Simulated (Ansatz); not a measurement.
**Site preference of Ga in place of Ge in amorphous Si0.8Ge0.2 (132 atoms)**

At which site of amorphous Si0.8Ge0.2 (132 atoms) does Ga in place of Ge cost least, and what about the site decides it?

Program: Ansatz 0.2.0. Level of theory: Kohn-Sham DFT, PBE, PAW (set soft_1), plane waves; PAW set soft_1. Values are calculated unless marked as measured.

### 1. Starting point

The cell holds 132 atoms: 106 Si and 26 Ge. Its edges and angles: a = 13.982 Å, b = 13.982 Å, c = 13.982 Å, α = 90.0°, β = 90.0°, γ = 90.0°. 132 atoms (106 Si, 26 Ge) placed at random at 2.96 g/cm³, melted at 3500 K for 10 ps at fixed volume with the Tersoff potential (Tersoff, Phys. Rev. B 39, 5566 (1989)). Quenched from 2700 K to 500 K at 50 K/ps and fixed volume, annealed at 1000 K for 20 ps, held 5 ps.

What the set-up can't give: The quench rate of 50 K/ps is many orders above laboratory rates, so the cell is likely richer in defects and strain than a real sample. The starting topology of bonds comes from the classical model, and needn't be the one that DFT or experiment would give. Sampling is at Γ alone, for a cell whose shortest periodic width is 14 Å.

### 2. Single point at the start

A single point comes first, to see the forces before anything moves.

input.yaml

```yaml
crystal:
  lattice:
    - [13.9815, 0.0, 0.0]
    - [0.0, 13.9815, 0.0]
    - [0.0, 0.0, 13.9815]
  atoms:
    - { symbol: Si, position: [0.09879, 0.97828, 0.43177] }
    - { symbol: Si, position: [0.26284, 0.60672, 0.26103] }
    - { symbol: Si, position: [0.01178, 0.70213, 0.56795] }
    - { symbol: Si, position: [0.33347, 0.29486, 0.3086] }
    - { symbol: Si, position: [0.75498, 0.40571, 0.62851] }
    - { symbol: Si, position: [0.22339, 0.80713, 0.04813] }
    - { symbol: Si, position: [0.99718, 0.40623, 0.99854] }
    - { symbol: Si, position: [0.134, 0.65474, 0.67672] }
    - { symbol: Si, position: [0.15733, 0.78685, 0.78199] }
    - { symbol: Si, position: [0.10417, 0.40043, 0.6049] }
    - { symbol: Si, position: [0.12675, 0.91877, 0.15337] }
    - { symbol: Si, position: [0.88013, 0.85616, 0.75597] }
    - { symbol: Si, position: [0.58848, 0.83994, 0.44429] }
    - { symbol: Si, position: [0.96819, 0.29036, 0.2921] }
    - { symbol: Si, position: [0.56225, 0.23798, 0.14032] }
    - { symbol: Si, position: [0.06157, 0.6987, 0.40471] }
    - { symbol: Si, position: [0.85484, 0.64115, 0.60954] }
    - { symbol: Si, position: [0.68021, 0.22884, 0.37247] }
    - { symbol: Si, position: [0.3957, 0.13312, 0.64576] }
    - { symbol: Si, position: [0.57594, 0.93249, 0.00299] }
    - { symbol: Si, position: [0.07614, 0.42308, 0.27758] }
    - { symbol: Si, position: [0.50168, 0.68611, 0.98089] }
    - { symbol: Si, position: [0.12187, 0.24147, 0.66483] }
    - { symbol: Si, position: [0.89562, 0.30493, 0.44466] }
    - { symbol: Si, position: [0.99872, 0.85261, 0.37663] }
    - { symbol: Si, position: [0.9458, 0.85376, 0.60516] }
    - { symbol: Si, position: [0.62453, 0.16846, 0.61548] }
    - { symbol: Si, position: [0.24011, 0.16655, 0.88434] }
    - { symbol: Si, position: [0.68067, 0.17658, 0.01064] }
    - { symbol: Si, position: [0.99672, 0.68526, 0.13] }
    - { symbol: Si, position: [0.79728, 0.75022, 0.93796] }
    - { symbol: Si, position: [0.67402, 0.25485, 0.86991] }
    [... 94 atom lines left out ...]
    - { symbol: Ge, position: [0.13351, 0.41169, 0.10796] }
    - { symbol: Ge, position: [0.47777, 0.71063, 0.40508] }
    - { symbol: Ge, position: [0.22505, 0.89884, 0.90291] }
    - { symbol: Ge, position: [0.21003, 0.92136, 0.67979] }
    - { symbol: Ge, position: [0.01022, 0.84058, 0.86836] }
    - { symbol: Ge, position: [0.85789, 0.90713, 0.16658] }
kpoints:
  mp_grid: { grid: [1, 1, 1] }
hamiltonian:
  xc: pbe
  pseudopotentials: { kind: paw, azcp: { folder: soft_1 } }
scf:
  occupations: { method: fermi_dirac, width: 0.025 }
output:
  forces: true
```

Run with:

```
$ ansatz run input.yaml --threads 4 --pin off --max-ram 15872MiB --backend cpu --events-out ev --progress --plain --runs-dir out
```

What it wrote:

```text
[...]
Pseudopotentials: kind: paw
Pseudopotential: Si, paw, valence charge 4, recommended cutoff 420 eV (normal), soft_1/Si.paw.azcp
Pseudopotential: Ge, paw, valence charge 14, recommended cutoff 420 eV (normal), soft_1/Ge.paw.azcp
[... 5 lines on functional and potentials left out ...]
Crystal: 132 atoms, lattice volume = 2733.136 Å³
Basis set: ecut = 420 eV, 53355 PW (Γ), exchange–correlation on 192×192×192 points (8 copies of the dense FFT grid, shifted against one another)
Bands: 526, of which v1, the nominal top of the filled ones, is band 394 counted from 1 (393 counted from 0)
Symmetry: 1 space group operations
Space group: P1 (ITA 1), of the structure as read, at distance tolerance 1.4e-4 Å
k-points: 1
[... 5 lines on functional and potentials left out ...]
Initial density: superposition of atomic densities (chi_scale 0.1, normalization cell, long waves kept (reshape's long-wave potential 0.20 eV rms))
Initial wavefunctions: pseudopotential atomic-orbital guess
[...]
SCF iter   1: F=—  HF=-179035.584569 eV  |F-HF|=—  |Δ(HF+E_count)|=         —  Δρ=3.98e-2  dr2=7.61e1  ethr=3.10e-3  ⟨swp⟩=6.0  Hψ=2262  notcnv=0  defer=85
preconditioner: auto → Kerker (q_TF=auto, 2.218 Å⁻¹)  [metal: Δε(μ)=0.044 eV  Ē_g=7.631 eV  σ=0.025 eV  W_gap=0.41  n_scr=484 (ndim 8)  ℏωp=16.3 eV  f_vac=0.000  D(μ)=46.81/eV (n_scr^D=250)]
[...]
SCF iter   4: F=—  HF=-179022.686364 eV  |F-HF|=—  |Δ(HF+E_count)|=   3.00e-1  Δρ=2.30e-3  dr2=2.82e-1  ethr=1.17e-4  ⟨swp⟩=4.0  Hψ=1046  notcnv=0  defer=107
SCF iter   5: F=—  HF=-179022.737834 eV  |F-HF|=—  |Δ(HF+E_count)|=   5.15e-2  Δρ=7.72e-4  dr2=5.42e-2  ethr=3.58e-5  ⟨swp⟩=2.0  Hψ=838  notcnv=0  defer=38
automatic band count: iteration 5 solves 457 bands in place of 526: the levels show a gap, and the empty bands left out lie too high to hold charge; the band table lists the bands solved (type scf.n_extra_bands for more)
SCF iter   6: F=—  HF=-179022.757644 eV  |F-HF|=—  |Δ(HF+E_count)|=   1.98e-2  Δρ=2.53e-4  dr2=5.93e-3  ethr=6.88e-6  ⟨swp⟩=3.0  Hψ=958  notcnv=0  defer=38
SCF iter   7: F=—  HF=-179022.761167 eV  |F-HF|=—  |Δ(HF+E_count)|=   3.52e-3  Δρ=9.35e-5  dr2=1.08e-3  ethr=7.52e-7  ⟨swp⟩=2.0  Hψ=814  notcnv=0  defer=38
[...]
SCF iter  11: F=—  HF=-179022.762274 eV  |F-HF|=—  |Δ(HF+E_count)|=   8.91e-7  Δρ=2.67e-6  dr2=4.15e-7  ethr=3.74e-10  ⟨swp⟩=2.0  Hψ=818  notcnv=0  defer=38
SCF iter  12: F=-179022.762275 eV  HF=-179022.762275 eV  |F-HF|=2.06e-8  |Δ(HF+E_count)|=   3.52e-7  Δρ=1.18e-6  dr2=9.91e-8  ethr=1.27e-11  ⟨swp⟩=5.0  Hψ=1502  notcnv=0
SCF 1 converged in 12 iterations: F = -179022.762275 eV  dr2 = 9.91e-8
[...]
SCF converged after 12 iterations
Free energy (F): -179022.762275 eV
Harris-Foulkes:  -179022.762275 eV  (|F-HF|=2.06e-8)
Internal energy: -179022.681392 eV  (E = F + TS)
E sigma→0 (E₀):  -179022.721833 eV
Entropy (-TS):   -0.080882 eV (-0.613 meV/atom)
Fermi energy:    6.782131 eV
--- Per-component energies (eV) ---
[...]
Σ components = -179022.762275   (vs F -179022.762275, Δ=0.00e0)
--- Forces (eV/Å), atoms counted from 1 ---
  atom   1  Si     0.24950614    -0.24957134    -0.84247538
  atom   2  Si     0.12304749     0.18559904    -0.12921440
  atom   3  Si    -0.05399123     0.32557795     0.26139008
  atom   4  Si     0.77713993     0.10165041    -0.29961813
[...]
atom 132  Ge    -0.69132616     0.06006423    -0.54203189
  max |Σ_I F_I| component: 5.75e-5 eV/Å
```

Run time: 46 s. Hardware: 4 threads of Arm Neoverse V1, shared host; peak memory 3.7 GiB.

Reading the cycles: dr2 is the Hartree energy of the density residual (eV), the measure of convergence; HF is the Harris–Foulkes estimate of the energy, which meets the free energy F at convergence.

The r.m.s. force at the start is 0.62 eV/Å.

### 3. Relaxation

The atoms are relaxed in the fixed cell, aiming at the force tolerance of the input.

input.yaml

```yaml
crystal:
  lattice:
    - [13.9815, 0.0, 0.0]
    - [0.0, 13.9815, 0.0]
    - [0.0, 0.0, 13.9815]
  atoms:
    [... the 132 atom lines of step 2 ...]
kpoints:
  mp_grid: { grid: [1, 1, 1] }
hamiltonian:
  xc: pbe
  pseudopotentials: { kind: paw, azcp: { folder: soft_1 } }
scf:
  occupations: { method: fermi_dirac, width: 0.025 }
output:
  forces: true
relax:
  f_tol: 0.05
  max_steps: 120
```

What it wrote:

```text
[...]
Crystal: 132 atoms, lattice volume = 2733.136 Å³
Basis set: ecut = 420 eV, 53355 PW (Γ), exchange–correlation on 192×192×192 points (8 copies of the dense FFT grid, shifted against one another)
Bands: 526, of which v1, the nominal top of the filled ones, is band 394 counted from 1 (393 counted from 0)
Symmetry: 1 space group operations
[...]
k-points: 1
[...]
SCF iter   1: F=—  HF=-179035.584571 eV  |F-HF|=—  |Δ(HF+E_count)|=         —  Δρ=3.98e-2  dr2=7.61e1  ethr=3.10e-3  ⟨swp⟩=6.0  Hψ=2262  notcnv=0  defer=85
[...]
SCF iter   8: F=—  HF=-179022.762159 eV  |F-HF|=—  |Δ(HF+E_count)|=   7.20e-4  Δρ=3.26e-5  dr2=1.17e-4  ethr=1.37e-7  ⟨swp⟩=2.0  Hψ=785  notcnv=0  defer=107
SCF iter   9: F=-179022.762258 eV  HF=-179022.762257 eV  |F-HF|=8.83e-7  |Δ(HF+E_count)|=   9.82e-5  Δρ=1.43e-5  dr2=2.13e-5  ethr=7.93e-9  ⟨swp⟩=2.0  Hψ=1441  notcnv=0
SCF 1 converged in 9 iterations: F = -179022.762258 eV  dr2 = 2.13e-5
[...]
relax step   1: F+E_penalty+E_count = -179022.76225777 eV  Δ(F+E_penalty+E_count) = +0.000e0 eV  max|allowed force component| = 1.932e0 eV/Å  Δτ_max = 0.0000 Å  (9 SCF iters, dr2 threshold 6.25e-5 eV, accepted)
[...]
relax step   2: F+E_penalty+E_count = -179029.24606329 eV  Δ(F+E_penalty+E_count) = -6.484e0 eV  max|allowed force component| = 9.408e-1 eV/Å  Δτ_max = 0.1948 Å  (6 SCF iters, dr2 threshold 1.00e-4 eV, accepted)
[...]
relax step   3: F+E_penalty+E_count = -179031.35608406 eV  Δ(F+E_penalty+E_count) = -2.110e0 eV  max|allowed force component| = 4.799e-1 eV/Å  Δτ_max = 0.1980 Å  (6 SCF iters, dr2 threshold 5.53e-5 eV, accepted)
relax step   4: F+E_penalty+E_count = -179032.26779066 eV  Δ(F+E_penalty+E_count) = -9.117e-1 eV  max|allowed force component| = 4.112e-1 eV/Å  Δτ_max = 0.2000 Å  (6 SCF iters, dr2 threshold 5.46e-5 eV, accepted)
relax step   5: F+E_penalty+E_count = -179032.85140748 eV  Δ(F+E_penalty+E_count) = -5.836e-1 eV  max|allowed force component| = 2.219e-1 eV/Å  Δτ_max = 0.1947 Å  (6 SCF iters, dr2 threshold 4.40e-5 eV, accepted)
relax step   6: F+E_penalty+E_count = -179033.07662983 eV  Δ(F+E_penalty+E_count) = -2.252e-1 eV  max|allowed force component| = 2.268e-1 eV/Å  Δτ_max = 0.2000 Å  (6 SCF iters, dr2 threshold 1.43e-5 eV, accepted)
relax step   7: F+E_penalty+E_count = -179033.19180505 eV  Δ(F+E_penalty+E_count) = -1.152e-1 eV  max|allowed force component| = 2.856e-1 eV/Å  Δτ_max = 0.1901 Å  (6 SCF iters, dr2 threshold 1.50e-5 eV, accepted)
relax step   8: F+E_penalty+E_count = -179033.29007335 eV  Δ(F+E_penalty+E_count) = -9.827e-2 eV  max|allowed force component| = 1.682e-1 eV/Å  Δτ_max = 0.1801 Å  (6 SCF iters, dr2 threshold 8.16e-5 eV, accepted)
relax step   9: F+E_penalty+E_count = -179033.38815594 eV  Δ(F+E_penalty+E_count) = -9.808e-2 eV  max|allowed force component| = 2.344e-1 eV/Å  Δτ_max = 0.1950 Å  (6 SCF iters, dr2 threshold 9.82e-6 eV, accepted)
relax step  10: F+E_penalty+E_count = -179033.48263825 eV  Δ(F+E_penalty+E_count) = -9.448e-2 eV  max|allowed force component| = 2.182e-1 eV/Å  Δτ_max = 0.1940 Å  (6 SCF iters, dr2 threshold 1.91e-5 eV, accepted)
relax step  11: F+E_penalty+E_count = -179033.56154377 eV  Δ(F+E_penalty+E_count) = -7.891e-2 eV  max|allowed force component| = 2.432e-1 eV/Å  Δτ_max = 0.1908 Å  (6 SCF iters, dr2 threshold 4.13e-5 eV, accepted)
relax step  12: F+E_penalty+E_count = -179033.60669439 eV  Δ(F+E_penalty+E_count) = -4.515e-2 eV  max|allowed force component| = 1.806e-1 eV/Å  Δτ_max = 0.1965 Å  (6 SCF iters, dr2 threshold 5.12e-5 eV, accepted)
relax step  13: F+E_penalty+E_count = -179033.64333899 eV  Δ(F+E_penalty+E_count) = -3.664e-2 eV  max|allowed force component| = 1.856e-1 eV/Å  Δτ_max = 0.1391 Å  (7 SCF iters, dr2 threshold 1.80e-5 eV, accepted)
relax step  14: F+E_penalty+E_count = -179033.72462261 eV  Δ(F+E_penalty+E_count) = -8.128e-2 eV  max|allowed force component| = 3.237e-1 eV/Å  Δτ_max = 0.1919 Å  (7 SCF iters, dr2 threshold 1.90e-5 eV, accepted)
relax step  15: F+E_penalty+E_count = -179033.86631769 eV  Δ(F+E_penalty+E_count) = -1.417e-1 eV  max|allowed force component| = 4.768e-1 eV/Å  Δτ_max = 0.1958 Å  (6 SCF iters, dr2 threshold 1.00e-4 eV, accepted)
relax step  16: F+E_penalty+E_count = -179033.99084239 eV  Δ(F+E_penalty+E_count) = -1.245e-1 eV  max|allowed force component| = 1.912e-1 eV/Å  Δτ_max = 0.2000 Å  (6 SCF iters, dr2 threshold 1.00e-4 eV, accepted)
relax step  17: F+E_penalty+E_count = -179033.89984401 eV  Δ(F+E_penalty+E_count) = +9.100e-2 eV  max|allowed force component| = 4.554e-1 eV/Å  Δτ_max = 0.2000 Å  (6 SCF iters, dr2 threshold 5.88e-6 eV, rejected (line search))
relax step  18: F+E_penalty+E_count = -179034.05655312 eV  Δ(F+E_penalty+E_count) = -6.571e-2 eV  max|allowed force component| = 4.792e-2 eV/Å  Δτ_max = 0.0974 Å  (10 SCF iters, accepted)
[...]
relax step  19: F+E_penalty+E_count = -179034.06594140 eV  Δ(F+E_penalty+E_count) = -9.388e-3 eV  max|allowed force component| = 4.222e-2 eV/Å  Δτ_max = 0.0724 Å  (7 SCF iters, accepted)
SCF converged after 7 iterations
Free energy (F): -179034.065941 eV
[...]
Internal energy: -179034.011550 eV  (E = F + TS)
E sigma→0 (E₀):  -179034.038746 eV
Entropy (-TS):   -0.054391 eV (-0.412 meV/atom)
Fermi energy:    6.791830 eV
[...]
Σ components = -179034.065941   (vs F -179034.065941, Δ=0.00e0)
--- Forces (eV/Å), atoms counted from 1 ---
  atom   1  Si     0.00860185     0.02161422     0.00292244
  atom   2  Si    -0.00328906    -0.00382626    -0.00908965
  atom   3  Si    -0.01661151     0.00081541    -0.01567555
  atom   4  Si     0.01399941    -0.00295427     0.02040518
[...]
atom 132  Ge    -0.00166474    -0.00775027    -0.00376487
  max |Σ_I F_I| component: 4.22e-5 eV/Å
--- Relaxed structure (19 steps of the walk, 18 accepted, 0 SCFs on fresh bases) ---
  F+E_penalty+E_count = -179034.06594140 eV   max|allowed force component| = 4.222e-2 eV/Å
  atoms:
    - { symbol: Si, position: [0.081916, 0.967549, 0.428650] }
    - { symbol: Si, position: [0.261226, 0.604466, 0.268682] }
    - { symbol: Si, position: [0.00829014, 0.713485, 0.586087] }
    - { symbol: Si, position: [0.343664, 0.281554, 0.298870] }
[...]
- { symbol: Ge, position: [0.843351, 0.893445, 0.157966] }
```

Elapsed: 9.3 min, on 4 threads; peak memory 3.7 GiB.

The relaxation converged after 19 steps, 11.3 eV below its start, with a largest force component of 0.042 eV/Å.

### 4. Single point at the relaxed geometry

One more single point at the end of the walk gives the fuller output and checks the residual forces.

input.yaml

```yaml
crystal:
  lattice:
    - [13.9815, 0.0, 0.0]
    - [0.0, 13.9815, 0.0]
    - [0.0, 0.0, 13.9815]
  atoms:
    - { symbol: Si, position: [0.08192, 0.96755, 0.42865] }
    - { symbol: Si, position: [0.26123, 0.60447, 0.26868] }
    - { symbol: Si, position: [0.00829, 0.71348, 0.58609] }
    - { symbol: Si, position: [0.34366, 0.28155, 0.29887] }
    - { symbol: Si, position: [0.72677, 0.40098, 0.60985] }
    - { symbol: Si, position: [0.19881, 0.78393, 0.04909] }
    [... 120 atom lines left out ...]
    - { symbol: Ge, position: [0.12996, 0.39062, 0.12453] }
    - { symbol: Ge, position: [0.47847, 0.7061, 0.40479] }
    - { symbol: Ge, position: [0.27167, 0.87027, 0.90557] }
    - { symbol: Ge, position: [0.1942, 0.93132, 0.67533] }
    - { symbol: Ge, position: [0.01865, 0.82942, 0.86168] }
    - { symbol: Ge, position: [0.84335, 0.89344, 0.15797] }
kpoints:
  mp_grid: { grid: [1, 1, 1] }
hamiltonian:
  xc: pbe
  pseudopotentials: { kind: paw, azcp: { folder: soft_1 } }
scf:
  occupations: { method: fermi_dirac, width: 0.025 }
output:
  forces: true
  stress: true
  populations: true
  dos:
    method: { smearing: { sigma: 0.1 } }
    de: 0.1
    projected: { site_lists: { Ge: [Ge], Si: [Si] } }
  eigenvalues: true
  write_density: true
  write_potential: true
  volumetric_format: npy
  elf: true
```

What it wrote:

```text
[...]
Crystal: 132 atoms, lattice volume = 2733.136 Å³
Basis set: ecut = 420 eV, 53355 PW (Γ), exchange–correlation on 192×192×192 points (8 copies of the dense FFT grid, shifted against one another)
Bands: 526, of which v1, the nominal top of the filled ones, is band 394 counted from 1 (393 counted from 0)
Symmetry: 1 space group operations
[...]
k-points: 1
[...]
SCF iter   1: F=—  HF=-179047.819801 eV  |F-HF|=—  |Δ(HF+E_count)|=         —  Δρ=4.10e-2  dr2=8.13e1  ethr=3.10e-3  ⟨swp⟩=6.0  Hψ=2267  notcnv=0  defer=83
[...]
SCF iter  12: F=-179034.065929 eV  HF=-179034.065929 eV  |F-HF|=4.40e-8  |Δ(HF+E_count)|=   5.00e-8  Δρ=9.18e-7  dr2=4.48e-8  ethr=1.27e-11  ⟨swp⟩=20.0  Hψ=5339  notcnv=0
SCF 1 converged in 12 iterations: F = -179034.065929 eV  dr2 = 4.48e-8
[...]
SCF converged after 12 iterations
Free energy (F): -179034.065929 eV
[...]
Internal energy: -179034.011533 eV  (E = F + TS)
E sigma→0 (E₀):  -179034.038731 eV
Entropy (-TS):   -0.054396 eV (-0.412 meV/atom)
Fermi energy:    6.791832 eV
[...]
--- Forces (eV/Å), atoms counted from 1 ---
  atom   1  Si     0.00764339     0.02094078     0.00327832
  atom   2  Si    -0.00427221    -0.00445680    -0.00900942
  atom   3  Si    -0.01684937     0.00158164    -0.01669596
  atom   4  Si     0.01431662    -0.00267957     0.02111370
  atom   5  Si    -0.01181337    -0.00057804    -0.00910522
  atom   6  Si     0.00280334     0.00164586     0.01398495
  atom   7  Si    -0.00204609     0.01856821    -0.01893110
  atom   8  Si     0.00718061    -0.01511721    -0.00104960
  atom   9  Si     0.01053684     0.03629237     0.02201853
  atom  10  Si     0.00404089    -0.00444301    -0.00901663
  atom  11  Si     0.00625042    -0.01243642    -0.00405094
  atom  12  Si    -0.01311291     0.00808773     0.01021977
  atom  13  Si    -0.00509469     0.00609368     0.00843534
  atom  14  Si    -0.01531785     0.00782345    -0.00158508
[...]
atom 131  Ge    -0.00340574     0.01222086     0.01041349
  atom 132  Ge    -0.00124566    -0.00694451    -0.00453577
  max |Σ_I F_I| component: 1.41e-5 eV/Å
--- Stress (GPa, compression-positive) ---
        1.011797      -0.057578      -0.200602
       -0.057578      -0.009266      -0.153292
       -0.200602      -0.153292      -0.658277
  P = ⅓ Tr σ = 0.1148 GPa (1.148 kbar)
--- Band table (eV) ---
[...]
--- Löwdin populations: 132 sites ---
  site symbol       q [e]
     0     Si      3.9424
     1     Si      3.9338
     2     Si      3.9651
[...]
131     Ge     14.0643
  spilling = 0.007293 (of n_electrons = 788.000000)
```

It took 82 s on 4 threads; peak memory 3.8 GiB.

Numbers from this run:

```
free energy                             : -179034.0659 eV
free energy per atom                    : -1356.3187 eV/atom
SCF cycles                              : 12
pressure                                : 0.1148 GPa
r.m.s. force component                  : 0.0105 eV/Å
longest force                           : 0.04997 eV/Å
Fermi energy                            : 6.792 eV
levels partly filled by over 2 per cent : 2
spilling of the projection              : 0.007293
```

[end of part 1 of 2]

[Long decimals in the printed logs are rounded to 6 places.]

[Logs are printed without paths, hosts, clocks, repeated set-up lines and the standing remarks that a program may print on its own settings, such as how far it seeks lower states.]

[Hosts, paths, dates, database ids (printed as entryN), source tags and the programs' standing remarks are cut or masked in the printed files.]
